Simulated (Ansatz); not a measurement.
# Debugging a many-body input for BaIBr (Pnma)

What is wrong with this input for BaIBr (Pnma)?

Method: G0W0 on r2SCAN, plane waves, PAW, in Ansatz 0.2.0.

### Step 1. The system as given

It takes space group Pnma (No. 62, orthorhombic). The conventional cell has a = 8.814 Å, b = 5.124 Å, c = 10.192 Å, α = 90.00°, β = 90.00°, γ = 90.00°. Nearest to Ba lie 4 Br at 3.31 to 3.34 Å and 5 I at 3.67 to 3.76 Å. I has 5 Ba at 3.67 to 3.76 Å nearest. Br has 4 Ba at 3.31 to 3.34 Å nearest. Farther neighbours, and contacts between anions beyond the nearest, are not listed.

As a file:

```cif
data_structure
_symmetry_space_group_name_H-M 'P 1'
_symmetry_Int_Tables_number 1
_cell_length_a 8.8145
_cell_length_b 5.1243
_cell_length_c 10.1917
_cell_angle_alpha 90.000
_cell_angle_beta 90.000
_cell_angle_gamma 90.000
_cell_volume 460.34
loop_
_atom_site_label
_atom_site_type_symbol
_atom_site_fract_x
_atom_site_fract_y
_atom_site_fract_z
_atom_site_occupancy
Ba1 Ba 0.72882 0.25000 0.37514 1
Ba2 Ba 0.27118 0.75000 0.62486 1
Ba3 Ba 0.77118 0.75000 0.87514 1
Ba4 Ba 0.22882 0.25000 0.12486 1
I5 I 0.47161 0.25000 0.83178 1
I6 I 0.52839 0.75000 0.16822 1
I7 I 0.02839 0.75000 0.33178 1
I8 I 0.97161 0.25000 0.66822 1
Br9 Br 0.85647 0.25000 0.06669 1
Br10 Br 0.14353 0.75000 0.93331 1
Br11 Br 0.64353 0.75000 0.56669 1
Br12 Br 0.35647 0.25000 0.43331 1
```

The cell and positions are those that the Materials Project relaxed with its own functionals (PBE, PBE+U or r2SCAN), kept fixed. The default PAW set here is soft_2. Its files were made with PBE.

### Step 2. First try

input.yaml reads:

```yaml
crystal:
  lattice:
    - [8.81446039, 0.0, 0.0]
    - [0.0, 5.12429103, 0.0]
    - [0.0, 0.0, 10.19167839]
  atoms:
    - { symbol: Ba, position: [0.72882454, 0.25, 0.37513703] }
    - { symbol: Ba, position: [0.27117546, 0.75, 0.62486297] }
    - { symbol: Ba, position: [0.77117546, 0.75, 0.87513703] }
    - { symbol: Ba, position: [0.22882454, 0.25, 0.12486297] }
    - { symbol: I, position: [0.47161056, 0.25, 0.83177655] }
    - { symbol: I, position: [0.52838944, 0.75, 0.16822345] }
    - { symbol: I, position: [0.02838944, 0.75, 0.33177655] }
    - { symbol: I, position: [0.97161056, 0.25, 0.66822345] }
    - { symbol: Br, position: [0.8564719, 0.25, 0.06668585] }
    - { symbol: Br, position: [0.1435281, 0.75, 0.93331415] }
    - { symbol: Br, position: [0.6435281, 0.75, 0.56668585] }
    - { symbol: Br, position: [0.3564719, 0.25, 0.43331415] }
kpoints:
  mp_grid: { grid: [1, 1, 1] }
hamiltonian:
  xc: r2scan
scf:
  occupations: { method: fixed }
gw:
  n_empty_bands: 747
  ecut_chi: 80
  qp_bands: [v4, c4]
  qp_kpoints: band_edges
  screening: { model: contour_deformation }
```

Run with:

```
$ ansatz run input.yaml --threads 3 --pin off --max-ram 92160MiB --backend cuda --events-out ev --progress --plain --runs-dir out --devices 1 --max-vram 13GiB
```

The program printed:

```text
GPUs: using 1 of 1 available (devices: 1).
Engine: ansatz 0.2.0, x86_64-unknown-linux-gnu
Pseudopotentials: kind: paw
Pseudopotential: Ba, paw, valence charge 10, recommended cutoff 500 eV (meta_gga), Ba.paw.azcp
Pseudopotential: I, paw, valence charge 17, recommended cutoff 500 eV (meta_gga), I.paw.azcp
Pseudopotential: Br, paw, valence charge 7, recommended cutoff 500 eV (meta_gga), Br.paw.azcp
Functional definition: r2SCAN
  parameter k0 = 0.174
  parameter k1 = 0.065
  parameter a1 = 4.9479
  exchange = r2scan_x(k0 = k0, k1 = k1, a1 = a1)
  correlation = r2scan_c
device memory: the entry about to start is reckoned to put 2.6 GiB on a device that reports 32.5 GiB free (of which the cap on the GPU budget leaves the run 13.0 GiB)
GPU FFT provider: cuFFT
GPU libraries: cuBLAS 13.8.2, cuFFT 12.4.0, cuSOLVER 12.3.4
Crystal: 12 atoms, lattice volume = 460.336 Å³
Basis set: ecut = 500 eV, 11719 PW (Γ), exchange–correlation on 288×160×300 points (64 copies of the dense FFT grid, shifted against one another)
Bands: 82, of which v1, the nominal top of the filled ones, is band 68 counted from 1 (67 counted from 0)
Symmetry: 8 space group operations
Space group: Pnma (ITA 62), of the structure as read, at distance tolerance 7.7e-5 Å
k-points: 1
Non-local potential: Ba, projectors of the file, l = 0: 3, l = 1: 2, l = 2: 2, l = 3: 2
Non-local potential: I, projectors of the file, l = 0: 2, l = 1: 2, l = 2: 2, l = 3: 2
Non-local potential: Br, projectors of the file, l = 0: 2, l = 1: 2, l = 2: 2
PAW form: soft (Blöchl's): semilocal exchange-correlation on the pseudo side does not see the compensation charge
PAW frozen core: Ba, regenerated for the run's functional (the file was generated under x = pbe(κ = 0.804, μ = 0.219515), c = pbe(β = 0.066725))
PAW frozen core: I, regenerated for the run's functional (the file was generated under x = pbe(κ = 0.804, μ = 0.219515), c = pbe(β = 0.066725))
PAW frozen core: Br, regenerated for the run's functional (the file was generated under x = pbe(κ = 0.804, μ = 0.219515), c = pbe(β = 0.066725))
PAW one-centre angular grid: Ba, 302 points (default); XC on 160 Gauss nodes
PAW one-centre angular grid: I, 590 points (default); XC on 160 Gauss nodes
PAW one-centre angular grid: Br, 302 points (default); XC on 160 Gauss nodes
Initial density: superposition of atomic densities (neutral atoms: chi_scale 0, normalization atom), corrected by the library's trained network
Initial wavefunctions: pseudopotential atomic-orbital guess
GPU buffer pool allocated for 216000 grid points (all kernels)
GPU transforms: local potential and band sums: pruned to the plane-wave sphere, on 72×40×75
Functional: x = r2scan, c = r2scan; τ floored in thin density (d = 2e-4 eV/Å³)
SCF iter   1: F=—  HF=-65167.955198 eV  |F-HF|=—  |Δ(HF+E_count)|=         —  Δρ=4.86e-3  dr2=2.33e-1  dr2_τ=2.26e-2  ethr=1.77e-3  ⟨swp⟩=8.0  Hψ=305  notcnv=0  defer=12
preconditioner: auto → Resta (q_TF=auto, 2.227 Å⁻¹)  ε∞=2.9  [insulator: Δε(μ)=4.054 eV  Ē_g=11.832 eV  n_scr=82 (ndim 8)  ℏωp=16.2 eV  f_vac=0.008  ε∞_Penn≈2.9]
SCF iter   2: F=—  HF=-65168.069742 eV  |F-HF|=—  |Δ(HF+E_count)|=   1.15e-1  Δρ=2.59e-3  dr2=6.76e-2  dr2_τ=1.36e-3  ethr=1.72e-4  ⟨swp⟩=3.0  Hψ=137  notcnv=0  defer=12
SCF iter   3: F=—  HF=-65168.072303 eV  |F-HF|=—  |Δ(HF+E_count)|=   2.56e-3  Δρ=5.73e-4  dr2=2.62e-3  dr2_τ=8.27e-5  ethr=4.97e-5  ⟨swp⟩=4.0  Hψ=125  notcnv=0  defer=12
SCF iter   4: F=—  HF=-65168.075179 eV  |F-HF|=—  |Δ(HF+E_count)|=   2.88e-3  Δρ=1.02e-4  dr2=9.89e-5  dr2_τ=8.66e-6  ethr=1.92e-6  ⟨swp⟩=3.0  Hψ=125  notcnv=0  defer=12
SCF iter   5: F=—  HF=-65168.075308 eV  |F-HF|=—  |Δ(HF+E_count)|=   1.29e-4  Δρ=2.49e-5  dr2=3.62e-6  dr2_τ=5.12e-7  ethr=7.27e-8  ⟨swp⟩=2.0  Hψ=124  notcnv=0  defer=12
SCF iter   6: F=—  HF=-65168.075310 eV  |F-HF|=—  |Δ(HF+E_count)|=   2.41e-6  Δρ=6.54e-6  dr2=1.95e-7  dr2_τ=1.29e-8  ethr=2.66e-9  ⟨swp⟩=2.0  Hψ=120  notcnv=0  defer=12
SCF iter   7: F=-65168.075310 eV  HF=-65168.075310 eV  |F-HF|=7.71e-9  |Δ(HF+E_count)|=   1.65e-7  Δρ=1.79e-6  dr2=1.58e-8  dr2_τ=7.21e-10  ethr=7.35e-11  ⟨swp⟩=19.0  Hψ=543  notcnv=0
SCF 1 converged in 7 iterations: F = -65168.075310 eV  dr2 = 1.58e-8
[...]
device memory: the entry about to start is reckoned to put 2.6 GiB on a device that reports 33.8 GiB free (of which the cap on the GPU budget leaves the run 13.0 GiB)
NSCF: frozen V_eff on 1 k-points
[...]
device memory: the entry about to start is reckoned to put 2.5 GiB on a device that reports 32.4 GiB free (of which the cap on the GPU budget leaves the run 13.0 GiB)
NSCF: frozen V_eff on 1 k-points
G₀W₀ screening: q 1/1
G₀W₀ self-energy: k 1/1
device memory: the entry about to start is reckoned to put 1.0 GiB on a device that reports 34.7 GiB free (of which the cap on the GPU budget leaves the run 13.0 GiB)
NSCF: frozen V_eff on 1 k-points
device memory: the entry about to start is reckoned to put 1.0 GiB on a device that reports 34.8 GiB free (of which the cap on the GPU budget leaves the run 13.0 GiB)
NSCF: frozen V_eff on 1 k-points
device memory: the entry about to start is reckoned to put 1.0 GiB on a device that reports 33.2 GiB free (of which the cap on the GPU budget leaves the run 13.0 GiB)
NSCF: frozen V_eff on 1 k-points
device memory: the entry about to start is reckoned to put 1.0 GiB on a device that reports 33.3 GiB free (of which the cap on the GPU budget leaves the run 13.0 GiB)
NSCF: frozen V_eff on 1 k-points
device memory: the entry about to start is reckoned to put 1.0 GiB on a device that reports 35.5 GiB free (of which the cap on the GPU budget leaves the run 13.0 GiB)
NSCF: frozen V_eff on 1 k-points
device memory: the entry about to start is reckoned to put 1.0 GiB on a device that reports 39.5 GiB free (of which the cap on the GPU budget leaves the run 13.0 GiB)
NSCF: frozen V_eff on 1 k-points
device memory: the entry about to start is reckoned to put 1.0 GiB on a device that reports 39.9 GiB free (of which the cap on the GPU budget leaves the run 13.0 GiB)
NSCF: frozen V_eff on 1 k-points
SCF converged after 7 iterations
Free energy (F): -65168.075310 eV
Harris-Foulkes:  -65168.075310 eV  (|F-HF|=7.71e-9)
Internal energy: -65168.075310 eV  (E = F + TS)
E sigma→0 (E₀):  -65168.075310 eV
Fermi energy:    4.825211 eV
--- Per-component energies (eV) ---
  E_band       = -1874.492216
  E_kinetic    = 1968.206783
  E_local      = -10554.205032  (includes V_loc(G=0)·N_el)
  E_nonlocal   = 142.492808
  E_hartree    = 4999.620995
  E_xc         = -2120.833217
  E_vxc        = -1613.238460  (∫ρ·V_xc dr)
  E_paw        = -49445.565898  (= ΣΔE_a)
  E_vpaw       = -1901.177233  (= ΣTr[D̂ρ^β])
  E_aug_tail   = -0.000125  (compensation charges beyond the density's cutoff)
  E_vtau       = 84.176090  (kinetic-family band-sum trace: ∫τ·v_τ [+ j·A + Jᵃ·Aᵃ] dr)
  E_ewald      = -10157.732725
  E_core_change = -0.058899  (= ΣΔE_core)
  E_smearing   = -0.000000  (= −TS)
  E_closure    = 0.000000  (closes the sum)
  Σ components = -65168.075310   (vs F -65168.075310, Δ=0.00e0)
--- Band table (eV) ---
  k-point 0: bands = [... 64 lower, 4.5148, 4.6104, 4.6904, 4.8252, 8.7672, 9.3909, 9.5430, 9.6575, ... 10 higher]
--- G₀W₀: contour deformation, 6 samples at zero and on the imaginary axis and 1 off it, 1 q-point, 747 empty bands' worth ---
  eigenvalues of the whole cell's RPA ε∞ on this k-mesh (on a slab, of 1 + 4πα/V) = 3.6632, 3.7276, 4.1791; static W/v taken at q = 0 is 0.250200
  gw.qp_kpoints: band_edges: 1 of 1 stored k-point solved, in 1 pass; an edge of the gap read off the rows below is read off those points alone
    ik  band        ε_KS         Σx   Σc(E_QP)       V_xc       Z   E_QP_lin       E_QP  E_QP is
     0    65      4.5148   -17.6198     2.1407   -14.6871  0.7933     3.7145     3.7228  root
     0    66      4.6104   -18.5846     2.3527   -15.3915  0.7908     3.7606     3.7701  root
     0    67      4.6904   -18.4334     2.2286   -15.4234  0.7941     3.9011     3.9089  root
     0    68      4.8252   -18.1814     2.1429   -15.2813  0.7954     4.0608     4.0680  root
     0    69      8.7672    -4.8411    -3.7274    -8.9582  0.8200     9.1586     9.1569  root
     0    70      9.3909    -5.2921    -3.8457    -9.6126  0.8187     9.8685     9.8658  root
     0    71      9.5430    -5.1192    -3.8921    -9.4848  0.8179    10.0193    10.0166  root
     0    72      9.6575    -5.3484    -3.8518    -9.5517  0.8198    10.0105    10.0090  root
```

Elapsed: 16 s, on 1 × NVIDIA H100 80GB HBM3 (shared by 6 runs) with 3 threads of AMD EPYC 7R13 (Zen 3), shared host; peak memory 2.2 GiB; 20 s of CPU time.

The column dr2 measures how far the density is from self-consistency, as an energy; F and HF (Harris–Foulkes) agree once it is small.

**What went wrong?**

The run ended normally, though the input holds a fault or crude settings.

The fault: G0W0 on a mesh far too coarse. So few points can't sample the density or the screening, and the band edges may lie elsewhere in the zone.

It printed a gap of 5.09 eV, which is an artefact of the settings.

### Step 3. A better input

Now the one-shot GW correction: screening in the RPA, then the self-energy of the levels asked for.

input.yaml, as its differences from that of step 2:

```diff
@@ -19,3 +19,3 @@
 kpoints:
-  mp_grid: { grid: [1, 1, 1] }
+  mp_grid: { grid: [2, 4, 2] }
 hamiltonian:
@@ -25,4 +25,4 @@
 gw:
-  n_empty_bands: 747
-  ecut_chi: 80
+  n_empty_bands: 638
+  ecut_chi: 72
   qp_bands: [v4, c4]
```

The program printed:

```text
GPUs: using 1 of 1 available (devices: 1).
[...]
GPU FFT provider: cuFFT
GPU libraries: cuBLAS 13.8.2, cuFFT 12.4.0, cuSOLVER 12.3.4
Crystal: 12 atoms, lattice volume = 460.336 Å³
Basis set: ecut = 500 eV, 11719 PW (Γ), exchange–correlation on 288×160×300 points (64 copies of the dense FFT grid, shifted against one another)
Bands: 82, of which v1, the nominal top of the filled ones, is band 68 counted from 1 (67 counted from 0)
[... 1 set-up line as in the run before ...]
[...]
k-points: 12 of 16
[...]
GPU buffer pool allocated for 216000 grid points (all kernels)
[...]
SCF iter   1: F=—  HF=-65169.539360 eV  |F-HF|=—  |Δ(HF+E_count)|=         —  Δρ=3.48e-3  dr2=1.01e-1  dr2_τ=2.06e-2  ethr=1.77e-3  ⟨swp⟩=8.4  Hψ=4063  notcnv=0  defer=134
[...]
0    65      4.4192   -17.5540     1.9271   -14.7763  0.8058     3.5603     3.5686  root
     0    66      4.5393   -18.2245     1.9678   -15.4429  0.8075     3.7183     3.7256  root
     0    67      4.5995   -18.2944     1.9886   -15.4943  0.8071     3.7807     3.7879  root
     0    68      4.7362   -18.0759     1.9190   -15.3440  0.8081     3.9161     3.9233  root
     0    69      8.7285    -5.0762    -3.3447    -8.9750  0.8376     9.2854     9.2827  root
     0    70      9.3709    -5.5688    -3.4624    -9.6491  0.8341     9.9925     9.9889  root
     0    71      9.5145    -5.4638    -3.4750    -9.5495  0.8336    10.1288    10.1251  root
     0    72      9.6160    -5.6757    -3.4492    -9.5995  0.8364    10.0927    10.0906  root
[...]
11    69     10.3159    -6.2493    -3.6774   -10.6664  0.8271    11.0615    11.0556  root
    11    70     10.3159    -6.2493    -3.6774   -10.6664  0.8271    11.0615    11.0556  root
    11    71     10.3159    -6.2493    -3.6774   -10.6664  0.8271    11.0615    11.0556  root
    11    72     10.3159    -6.2493    -3.6774   -10.6664  0.8271    11.0615    11.0556  root
[key lines of the parts left out:]
SCF converged after 6 iterations
Free energy (F): -65169.665023 eV
Fermi energy:    4.736177 eV
```

The job ended after 69 s (1 × NVIDIA H100 80GB HBM3 (shared by 6 runs) with 3 threads; peak memory 4.3 GiB).

Read from the output:

```yaml
bands_summed: 706
rpa_eps_infinity_on_this_mesh_eigenvalues: 3.375, 3.375, 3.376
plane_waves_in_the_screening_matrix: 629
q_points_in_the_mesh: 16
g0w0_gap_on_the_mesh: 5.359 eV
k_of_the_valence_top: 0, 0, 0
k_of_the_conduction_bottom: 0, 0, 0
starting_gap_on_the_mesh: 3.992 eV
z_at_the_valence_top: 0.8081
z_at_the_conduction_bottom: 0.8376
least_direct_g0w0_gap_on_the_computed_points: 5.359 eV
```

The gap on the mesh goes from 3.99 eV to 5.36 eV, a correction of +1.37 eV. Between the two edge states, bare exchange in place of the xc potential would open the gap by 6.63 eV, and correlation takes back 5.26 eV.

### Step 4. Outcome

```json
{
  "first try": "converged after 16 s",
  "better run": "G0W0 gap on the mesh 5.36 eV (2×4×2 mesh, 638 empty bands, screening to 72 eV)"
}
```

**Reading.** The second run differs in: mesh, empty bands and screening cutoff (eV). Bands and cutoff are finite, so the gap stands short of the basis limit, usually by up to a few tenths of an eV; the mesh is an error of its own. The many-body steps are scalar-relativistic: spin-orbit coupling is not in them.

[Long decimals in the printed logs are rounded to 6 places.]

[Logs are printed without paths, hosts, clocks, repeated set-up lines and the standing remarks that a program may print on its own settings, such as how far it seeks lower states.]

[Paths, hosts, dates, memory and timing lines, banners, echoed tables and standing remarks are left out of the program output; an Ansatz launch command may be rebuilt from the run's recorded settings. Measured values are a selection of at most five: reports struck by readers or far from the other reports are left out. None is set beside runs whose start may be inverted or whose files or cutoffs have a known fault.]

[Runs of the session that timed out or met a known fault of the program may be left out.]

[Cells called generated may have been cut or substituted from an entry of the Crystallography Open Database or the Materials Project.]

[Hosts, paths, dates, database ids (printed as entryN), source tags and the programs' standing remarks are cut or masked in the printed files.]

[Where the starting crystal was built by hand or by swapping elements, it need not be the compound's stable phase.]
